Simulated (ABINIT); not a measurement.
# Calculated records

```
! title: Quasiparticle gap of Ba2H3I (P-3m1) in ABINIT
! method: RPA screening on PBEsol with spin-orbit coupling, plane waves, norm-conserving pseudopotentials (and 2 further levels or steps)
! program: ABINIT 10.8.3
! settings of one run: cutoff 32 Ha, PseudoDojo fully relativistic 0.4 standard, norm-conserving, ngkpt (3, 3, 1), nband 170, ecuteps 3.6 Ha, shiftk (0, 0, 0), symchi 1, awtr 1, frequency ppm, 3×3×1 k-mesh
! cost: 5 runs, 25 min in all on 4 MPI ranks of Arm Neoverse N1, shared host (the runs of this entry)
! notes: The program’s warnings: Neglecting <n,k|[Vnl,iqr]|m,k> and nproc spkpt=  >= nkpt= * nsppol=. The cell and positions are those that the Materials Project relaxed with its own functionals (PBE, PBE+U or r2SCAN), kept fixed. Limits: screening head approximate. Local fields lower the RPA ε∞ on this mesh from 5.19 to 4.58; a Γ-centred mesh this coarse tends to raise both, most where the direct gap is narrow, while a short band sum lowers them. Only 2 of the mesh’s irreducible points were corrected, so a valley elsewhere could overtake. Bands and cutoff are finite, so the gap is not at the basis limit. The miss can reach some tenths of an eV and take either sign; the mesh is an error of its own. The 3×3×1 mesh is coarse for this cell, which bears on the long-range parts of exchange and screening.
! PBEsol gap: 2.04 eV, indirect
! G0W0 gap on the mesh: 3.89 eV
! G0W0 gap over the zone (rigid shift): 3.55 eV
! GW settings: 3×3×1 mesh, 170 bands, screening to 98 eV, Godby-Needs plasmon pole
! known limits: not at the basis limit; screening head approximate; coarse k mesh
CELL_PARAMETERS angstrom
4.53640 0.00000 0.00000
-2.26820 3.92864 0.00000
0.00000 0.00000 8.11955
ATOMIC_POSITIONS crystal
Ba 0.66667 0.33333 0.68472
Ba 0.33333 0.66667 0.31528
H 0.66667 0.33333 0.35610
H 0.33333 0.66667 0.64390
H 0.00000 0.00000 0.50000
I 0.00000 0.00000 0.00000
```

[Paths, hosts, dates, memory and timing lines, banners, echoed tables and standing remarks are left out of the program output.]

[Logs are printed without paths, hosts, clocks, repeated set-up lines and the standing remarks that a program may print on its own settings, such as how far it seeks lower states.]

[Runs of the session that timed out or met a known fault of the program may be left out.]

[Hosts, paths, dates, database ids (printed as entryN), source tags and the programs' standing remarks are cut or masked in the printed files.]

[G0W0 gaps are taken among the corrected bands and points alone; a level outside them can change the order at an edge.]

[Where Ansatz stands beside ABINIT at settings called matched, ABINIT's density can come from a denser mesh and the files from another edition; pairs whose starting gaps differed by over 0.03 eV were left out, so agreement reads better than it is.]
